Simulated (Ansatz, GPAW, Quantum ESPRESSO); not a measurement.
# Simulated XPS, UPS and emission spectra of TiTe2, part 9 of 10

Wanted: projected DOS of TiTe2, weighted into photoemission and X-ray emission spectra, at several levels of theory.

From the literature, measured:
- Band energy, bonding Te 5pxy band along Gamma-A, energy below the Fermi level (non-dispersive, spin-orbit split peak): 1.7 eV (angle-resolved photoemission at normal emission, photon energies 11.5-33 eV; cleaved single crystal; weak peak, vanishing in the middle of the final-state energy range; spin-orbit split, but a single approximate energy is given for the pair). “Three-dimensional band structure of layered TiTe2: Photoemission final-state effects”, 2006, arxiv:cond-mat/0604285.

Ansatz 0.2.0, Quantum ESPRESSO 7.5 and GPAW 26.7.0; DFT, PBE, plane-wave PAW, default files, scalar-relativistic (the session's first sound run).

So far. Step 6 (The same cell in Quantum ESPRESSO): The run ends at a pressure of 0.96 GPa, with forces up to 0.039 eV/Å. Step 9 (Quantum ESPRESSO: bands): Of the bands kept, 4 cross the Fermi level on this path.

**11. GPAW with atomic orbitals**

This step: DFT, PBE, PAW datasets of GPAW, numerical atomic orbitals (LCAO), scalar-relativistic (GPAW 26.7.0).

An atomic-orbital basis pays off in large cells; this run shows what it costs in accuracy.

File run.py:

```python
import json
import numpy as np
from ase import Atoms
from ase.parallel import paropen
from gpaw import GPAW, PW, FermiDirac, Mixer, MixerDif, setup_paths

atoms = Atoms(['Te', 'Te', 'Ti'],
              cell=[[3.777, 0.0, 0.0], [-1.8885, 3.270978, 0.0], [0.0, 0.0, 6.498]],
              scaled_positions=[[0.333333, 0.666667, 0.7372], [0.666667, 0.333333, 0.2628], [0.0, 0.0, 0.0]],
              pbc=(True, True, True))
params = dict(mode='lcao',
              xc='PBE',
              kpts={'size': (12, 12, 4), 'gamma': True},
              occupations=FermiDirac(0.02),
              nbands=-10,
              maxiter=200,
              txt='gs.txt',
              basis='dzp',
              h=0.2)
atoms.calc = calc = GPAW(**params)
atoms.get_potential_energy()
ef = calc.get_fermi_level()
nk, ns = len(calc.get_ibz_k_points()), calc.get_number_of_spins()
out = dict(free=atoms.get_potential_energy(force_consistent=True), ef=ef, nel=calc.get_number_of_electrons(), cell=atoms.cell[:], frac=atoms.get_scaled_positions(wrap=False),
           eig=[[calc.get_eigenvalues(k, s) for k in range(nk)] for s in range(ns)], forces=atoms.get_forces(apply_constraint=False))
dense = calc.fixed_density(kpts={'size': (12, 12, 6), 'gamma': True}, txt='dos.txt')
out['eig_dense'] = [[dense.get_eigenvalues(k, s) for k in range(len(dense.get_ibz_k_points()))] for s in range(ns)]
dos = dense.dos(shift_fermi_level=False)
e = ef + np.arange(-30, 12, 0.05)
out['e'], out['dos'] = e - ef, dos.raw_dos(e, width=0.1)
kpts = [[0.0, 0.0, 0.0], [0.05, 0.0, 0.0], [0.1, 0.0, 0.0], [0.15, 0.0, 0.0], ..., [0.333333, 0.333333, 0.0]]  # list cut here
bands = calc.fixed_density(kpts=kpts, symmetry='off', txt='bands.txt')
out['band_e'] = [[bands.get_eigenvalues(k, s) for k in range(len(kpts))] for s in range(ns)]
with paropen('out.json', 'w') as f:
    json.dump(out, f, default=lambda a: a.tolist())
```

On the command line:

```bash
OMP_NUM_THREADS=1 mpirun -n 2 gpaw python run.py > run.log
```

Numbers of over 12 decimals in the logs are rounded to 6 here.

The log of the run:

```text
__  _  _
 | _ |_)|_||  |
 |__||  | ||/\| - 26.7.0

units:  Angstrom and eV
cores:  2
OpenMP: True

Versions:

Paths:

Git-hashes:

OMP_NUM_THREADS: 1

Environment variables:
  GPAW_CPUPY:          False
  GPAW_DEBUG:          False
  GPAW_MPI_BACKEND:    cgpaw
  GPAW_MPI_OPTIONS:    None
  GPAW_NO_C_EXTENSION: False
  GPAW_NO_GPU_MPI:     False
  GPAW_TRACE:          False
  GPAW_USE_GPUS:       False

Input parameters:
  mode=LCAO(),
  basis={'default': 'dzp'},
  h=0.2,
  kpts=MonkhorstPack(size=(12, 12, 4), gamma=True),
  maxiter=200,
  nbands=-10,
  occupations=Occupations(name='fermi-dirac', width=0.02, fixmagmom=False),
  xc=XC(name='PBE')

        Te

            Te

       Ti

Atoms  # Å, Bohr magnetons
|   | symbol |         x |        y |        z |    initial magnetic moments |
|---|--------|-----------|----------|----------|-----------------------------|
| 0 |     Te | -0.000002 | 2.180653 | 4.790326 | ( 0.0000,  0.0000,  0.0000) |
| 1 |     Te |  1.888502 | 1.090325 | 1.707674 | ( 0.0000,  0.0000,  0.0000) |
| 2 |     Ti |  0.000000 | 0.000000 | 0.000000 | ( 0.0000,  0.0000,  0.0000) |

Unit cell  # Å
| periodic |         x |        y |        z |  lengths |     angles |
|----------|-----------|----------|----------|----------|------------|
|      yes |  3.777000 | 0.000000 | 0.000000 | 3.777000 |  90.000000 |
|      yes | -1.888500 | 3.270978 | 0.000000 | 3.777000 |  90.000000 |
|      yes |  0.000000 | 0.000000 | 6.498000 | 6.498000 | 120.000000 |

Number of symmetries: 2
Symmetry operations  # r_c * U_cc + t_c -> r_c
|   | kind |            matrix            |
|---|------|------------------------------|
| 0 |  E   |  1, 0, 0,  0, 1, 0,  0, 0, 1 |
| 1 |  i   | -1, 0, 0,  0,-1, 0,  0, 0,-1 |

BZ-sampling:
  Number of BZ points: 576
  Number of IBZ points: 292

  Monkhorst-Pack size: [12, 12, 4]
  Monkhorst-Pack shift: [0.041667, 0.041667, 0.125]

K-points  # in reciprocal-cell coordinates
|     |                                coordinates |     weight |
|-----|--------------------------------------------|------------|
|   0 | ( -0.00000000,  -0.00000000,   0.00000000) | 0.00173611 |
|   1 | ( -0.00000000,  -0.00000000,   0.25000000) | 0.00347222 |
|   2 | ( -0.00000000,  -0.00000000,   0.50000000) | 0.00173611 |
|   3 | ( -0.00000000,   0.08333333,  -0.25000000) | 0.00347222 |
|   4 | ( -0.00000000,   0.08333333,   0.00000000) | 0.00347222 |
|   5 | ( -0.00000000,   0.08333333,   0.25000000) | 0.00347222 |
|   6 | ( -0.00000000,   0.08333333,   0.50000000) | 0.00347222 |
|   7 | ( -0.00000000,   0.16666667,  -0.25000000) | 0.00347222 |
|   8 | ( -0.00000000,   0.16666667,   0.00000000) | 0.00347222 |
|   9 | ( -0.00000000,   0.16666667,   0.25000000) | 0.00347222 |
| ... |                                            |            |
| 291 | (  0.50000000,   0.50000000,   0.50000000) | 0.00173611 |

basis functions: 55
Spin-components: 1 (collinear spins)
Bands:           22
Projectors:      16
Spin-degeneracy: 2
Datatype:        <class 'complex'>

  Storage: CPU
  Wave functions: 5_653_120 bytes (2_826_560 per core)

Parallelization:
  kpt:    2
  domain: 1
  band:   1

Density:
  Valence electrons: 24.0
  Components: 1
  Grid points: [16 16 32]
  Charge: 0.0  # |e|

Potential:
  Grid points: [16 16 32]

species:
  Te:
    name:    Tellurium
    Z:       52.0
    valence: 6
    core:    46
    charge:  0.0  # [|e|]
    file:    Te.PBE.gz
    compensation charges:
      type: gauss
      rc: 0.36  # [Å]
      lmax: 2
    cutoffs:
      filter: 2.09  # [Å]
      core: 3.17  # [Å]
    projectors
    | kind |    occ | energy [eV] | rcut [Å] |
    |------|--------|-------------|----------|
    |   5s |  2.000 |     -15.089 |    1.180 |
    |   5p |  4.000 |      -5.955 |    1.196 |
    |    s |        |      12.123 |    1.180 |
    |    p |        |      21.256 |    1.196 |
    |    d |        |       0.000 |    1.238 |

    LCAO basis set for Te:
      Name: dzp
      File: Te.dzp.basis.gz
      Number of radial functions: 5
      Number of spherical harmonics: 13
        l=0, rc=6.2500 Bohr: 5s-sz confined orbital
        l=1, rc=8.0156 Bohr: 5p-sz confined orbital
        l=0, rc=3.5469 Bohr: 5s-dz split-valence wave
        l=1, rc=4.6875 Bohr: 5p-dz split-valence wave
        l=2, rc=8.0156 Bohr: d-type Gaussian polarization
      Number of RI-basis functions 0

  Ti:
    name:    Titanium
    Z:       22.0
    valence: 12
    core:    10
    charge:  0.0  # [|e|]
    file:    Ti.PBE.gz
    compensation charges:
      type: gauss
      rc: 0.38  # [Å]
      lmax: 2
    cutoffs:
      filter: 2.23  # [Å]
      core: 1.02  # [Å]
    projectors
    | kind |    occ | energy [eV] | rcut [Å] |
    |------|--------|-------------|----------|
    |   3s |  2.000 |     -62.623 |    1.270 |
    |   4s |  2.000 |      -4.466 |    1.270 |
    |   3p |  6.000 |     -38.862 |    1.058 |
    |   4p |  0.000 |      -1.466 |    1.058 |
    |   3d |  2.000 |      -4.258 |    1.058 |
    |    d |        |      22.953 |    1.058 |

    LCAO basis set for Ti:
      Name: dzp
      File: Ti.dzp.basis.gz
      Number of radial functions: 11
      Number of spherical harmonics: 29
        l=0, rc=3.4375 Bohr: 3s-sz confined orbital
        l=0, rc=9.9062 Bohr: 4s-sz confined orbital
        l=1, rc=3.8906 Bohr: 3p-sz confined orbital
        l=1, rc=13.1094 Bohr: 4p-sz confined orbital
        l=2, rc=6.6250 Bohr: 3d-sz confined orbital
        l=0, rc=2.1406 Bohr: 3s-dz split-valence wave
        l=0, rc=6.0156 Bohr: 4s-dz split-valence wave
        l=1, rc=2.3125 Bohr: 3p-dz split-valence wave
        l=1, rc=8.1094 Bohr: 4p-dz split-valence wave
        l=2, rc=3.8594 Bohr: 3d-dz split-valence wave
        l=1, rc=9.9062 Bohr: p-type Gaussian polarization
      Number of RI-basis functions 0

Reference energy: -392805.381149  # eV

eigensolver:
  <gpaw.new.lcao.eigensolver.LCAOEigensolver object at 0x57e2c0f619a0>
density mixing:
  MSR1-Mixer
  Pratt-step length: 0.05
  Maximum mixing coefficient: 0.75
  Old densities: 10
  SVD Regularization: 0.005
  Good broyden scale: 1.0
  Trust region scale: 1.0
  Backstep threshold: 4.0
  History deletion threshold: 6.0
  Fourier metric: weight=20.0, sigma=0.015

occupation numbers:
  Fermi-Dirac:
    width: 0.0200  # eV

FastPoissonSolver using
    Stencil: 8*3+1=25 point O(h^6) finite-difference Laplacian
    FFT axes: [np.int64(0), np.int64(1), np.int64(2)]
    FST axes: []

xc functional:
  name: PBE with 2 nearest neighbor stencil
interpolation: tri-quintic # 5. degree polynomial

        Te

            Te

       Ti

[...]
|      yes |  3.777000 | 0.000000 | 0.000000 | 3.777000 |  90.000000 |
|      yes | -1.888500 | 3.270978 | 0.000000 | 3.777000 |  90.000000 |
|      yes |  0.000000 | 0.000000 | 6.498000 | 6.498000 | 120.000000 |

Number of symmetries: 2
Symmetry operations  # r_c * U_cc + t_c -> r_c
|   | kind |            matrix            |
|---|------|------------------------------|
| 0 |  E   |  1, 0, 0,  0, 1, 0,  0, 0, 1 |
| 1 |  i   | -1, 0, 0,  0,-1, 0,  0, 0,-1 |

BZ-sampling:
  Number of BZ points: 576
  Number of IBZ points: 292

  Monkhorst-Pack size: [12, 12, 4]
  Monkhorst-Pack shift: [0.041667, 0.041667, 0.125]

K-points  # in reciprocal-cell coordinates
|     |                                coordinates |     weight |
|-----|--------------------------------------------|------------|
|   0 | ( -0.00000000,  -0.00000000,   0.00000000) | 0.00173611 |
|   1 | ( -0.00000000,  -0.00000000,   0.25000000) | 0.00347222 |
|   2 | ( -0.00000000,  -0.00000000,   0.50000000) | 0.00173611 |
|   3 | ( -0.00000000,   0.08333333,  -0.25000000) | 0.00347222 |
|   4 | ( -0.00000000,   0.08333333,   0.00000000) | 0.00347222 |
|   5 | ( -0.00000000,   0.08333333,   0.25000000) | 0.00347222 |
|   6 | ( -0.00000000,   0.08333333,   0.50000000) | 0.00347222 |
|   7 | ( -0.00000000,   0.16666667,  -0.25000000) | 0.00347222 |
|   8 | ( -0.00000000,   0.16666667,   0.00000000) | 0.00347222 |
|   9 | ( -0.00000000,   0.16666667,   0.25000000) | 0.00347222 |
| ... |                                            |            |
| 291 | (  0.50000000,   0.50000000,   0.50000000) | 0.00173611 |

basis functions: 55
Spin-components: 1 (collinear spins)
Bands:           22
Projectors:      16
Spin-degeneracy: 2
Datatype:        <class 'complex'>

  Storage: CPU
  Wave functions: 5_653_120 bytes (2_826_560 per core)

Parallelization:
  kpt:    2
  domain: 1
  band:   1

Density:
  Valence electrons: 24.0
  Components: 1
  Grid points: [16 16 32]
  Charge: 0.0  # |e|

Potential:
  Grid points: [16 16 32]

species:
  Te:
    name:    Tellurium
    Z:       52.0
    valence: 6
    core:    46
    charge:  0.0  # [|e|]
    file:    Te.PBE.gz
    compensation charges:
      type: gauss
      rc: 0.36  # [Å]
      lmax: 2
    cutoffs:
      filter: 2.09  # [Å]
      core: 3.17  # [Å]
    projectors
    | kind |    occ | energy [eV] | rcut [Å] |
    |------|--------|-------------|----------|
    |   5s |  2.000 |     -15.089 |    1.180 |
    |   5p |  4.000 |      -5.955 |    1.196 |
    |    s |        |      12.123 |    1.180 |
    |    p |        |      21.256 |    1.196 |
    |    d |        |       0.000 |    1.238 |

    LCAO basis set for Te:
      Name: dzp
      File: Te.dzp.basis.gz
      Number of radial functions: 5
      Number of spherical harmonics: 13
        l=0, rc=6.2500 Bohr: 5s-sz confined orbital
        l=1, rc=8.0156 Bohr: 5p-sz confined orbital
        l=0, rc=3.5469 Bohr: 5s-dz split-valence wave
        l=1, rc=4.6875 Bohr: 5p-dz split-valence wave
        l=2, rc=8.0156 Bohr: d-type Gaussian polarization
      Number of RI-basis functions 0

  Ti:
    name:    Titanium
    Z:       22.0
    valence: 12
    core:    10
    charge:  0.0  # [|e|]
    file:    Ti.PBE.gz
    compensation charges:
      type: gauss
      rc: 0.38  # [Å]
      lmax: 2
    cutoffs:
      filter: 2.23  # [Å]
      core: 1.02  # [Å]
    projectors
    | kind |    occ | energy [eV] | rcut [Å] |
    |------|--------|-------------|----------|
    |   3s |  2.000 |     -62.623 |    1.270 |
    |   4s |  2.000 |      -4.466 |    1.270 |
    |   3p |  6.000 |     -38.862 |    1.058 |
    |   4p |  0.000 |      -1.466 |    1.058 |
    |   3d |  2.000 |      -4.258 |    1.058 |
    |    d |        |      22.953 |    1.058 |

    LCAO basis set for Ti:
      Name: dzp
      File: Ti.dzp.basis.gz
      Number of radial functions: 11
      Number of spherical harmonics: 29
        l=0, rc=3.4375 Bohr: 3s-sz confined orbital
        l=0, rc=9.9062 Bohr: 4s-sz confined orbital
        l=1, rc=3.8906 Bohr: 3p-sz confined orbital
        l=1, rc=13.1094 Bohr: 4p-sz confined orbital
        l=2, rc=6.6250 Bohr: 3d-sz confined orbital
        l=0, rc=2.1406 Bohr: 3s-dz split-valence wave
        l=0, rc=6.0156 Bohr: 4s-dz split-valence wave
        l=1, rc=2.3125 Bohr: 3p-dz split-valence wave
        l=1, rc=8.1094 Bohr: 4p-dz split-valence wave
        l=2, rc=3.8594 Bohr: 3d-dz split-valence wave
        l=1, rc=9.9062 Bohr: p-type Gaussian polarization
      Number of RI-basis functions 0

Reference energy: -392805.381149  # eV

eigensolver:
  <gpaw.new.lcao.eigensolver.LCAOEigensolver object at 0x57e2c0f63d40>
density mixing:
  MSR1-Mixer
  Pratt-step length: 0.05
  Maximum mixing coefficient: 0.75
  Old densities: 10
  SVD Regularization: 0.005
  Good broyden scale: 1.0
  Trust region scale: 1.0
  Backstep threshold: 4.0
  History deletion threshold: 6.0
  Fourier metric: weight=20.0, sigma=0.015

occupation numbers:
  Fermi-Dirac:
    width: 0.0200  # eV

FastPoissonSolver using
    Stencil: 8*3+1=25 point O(h^6) finite-difference Laplacian
    FFT axes: [np.int64(0), np.int64(1), np.int64(2)]
    FST axes: []

xc functional:
  name: PBE with 2 nearest neighbor stencil
interpolation: tri-quintic # 5. degree polynomial

Initialization done in: 3.643 s

convergence criteria:
- Maximum [total energy] change in last 3 cyles: 0.0005 eV / valence electron
- Maximum integral of absolute [dens]ity change: 0.0001 electrons / valence electron
- Maximum integral of absolute [eigenst]ate change: 4e-08 eV^2 / valence electron
maximum number of iterations: 200

SCF iterations
|iter     |     time |      energy | eigst |  dens |
|---------|----------|-------------|-------|-------|
|iter:   1|       0s |  -14.668799 |      c|       |
|iter:   2|      32s |  -14.629214 |      c| -1.26 |
|iter:   3|      64s |  -14.501920 |      c| -1.29 |
|iter:   4|      96s |  -14.728209 |      c| -1.69 |
|iter:   5|     129s |  -14.484278 |      c| -1.25 |
|iter:   6|     161s |  -14.478322 |      c| -1.99 |
|iter:   7|     193s |  -14.477637c|      c| -2.63 |
|iter:   8|     225s |  -14.477633c|      c| -3.36 |
|iter:   9|     257s |  -14.477633c|      c| -4.24c|

Converged in 9 steps
SCF loop duration: 258.386 s (28.710 s/step)
Energy contributions relative to reference atoms: (reference = -392805.381149)

Energy contributions:
  Kinetic:          31.254254
  Coulomb:         -30.572430
  Zero:              0.334218
  External:          0.000000
  Xc:              -15.492587
  Entropy:          -0.002176
  Spinorbit:         0.000000
  ----------------------------
  Free energy:     -14.478721
  Extrapolated:    -14.477633

dipole moment: (-5.997643, -10.388223, -20.636846)  # |e|*Ang

Fermi level: 6.796
Eigenvalues  # (at kpt = [-0.000, -0.000, 0.000])
| band index |      eig [eV] | occ [0-2] |
|------------|---------------|-----------|
|          0 |       -50.755 |     2.000 |
|          1 |       -27.029 |     2.000 |
|          2 |       -27.022 |     2.000 |
|          3 |       -26.984 |     2.000 |
|          4 |        -5.730 |     2.000 |
|          5 |        -4.218 |     2.000 |
|          6 |         1.444 |     2.000 |
|          7 |         4.997 |     2.000 |
|          8 |         4.998 |     2.000 |
|          9 |         7.085 |     0.000 |
|         10 |         7.110 |     0.000 |
|         11 |         7.111 |     0.000 |
|         12 |         7.275 |     0.000 |
|         13 |         7.785 |     0.000 |
|         14 |         7.786 |     0.000 |
|         15 |         9.775 |     0.000 |
|         16 |         9.778 |     0.000 |
|        ... |               |           |
|         21 |        16.665 |     0.000 |

No gap
No difference between direct/indirect transitions

Forces  # eV/Ang
|        x |        y |        z |
|----------|----------|----------|
|  0.00081 | -0.00046 | -0.16096 |  # Te   0
| -0.00081 |  0.00046 |  0.16096 |  # Te   1
|  0.00000 |  0.00000 |  0.00000 |  # Ti   2

Force computation time: 198.367  # s
```

Elapsed: 7.8 min, on 2 MPI ranks of Arm Neoverse V1, shared host.

Numbers from this step:

| Property | Result |
| --- | --- |
| free energy | -14.48 eV |
| Fermi energy | 6.796 eV |
| DOS at the Fermi level | 1.432 states/eV/cell |

[end of part 9 of 10]

[Logs are printed without paths, hosts, clocks, repeated set-up lines and the standing remarks that a program may print on its own settings, such as how far it seeks lower states.]

[Hosts, paths, dates, database ids (printed as entryN), source tags and the programs' standing remarks are cut or masked in the printed files.]

[Maps of the electrostatic potential energy from Ansatz leave out the sawtooth potential of an applied field or a dipole correction, so their vacuum need not be flat; work functions include it.]

[Peak lists hold at most the 14 tallest peaks of each spectrum; further lines can be left out.]
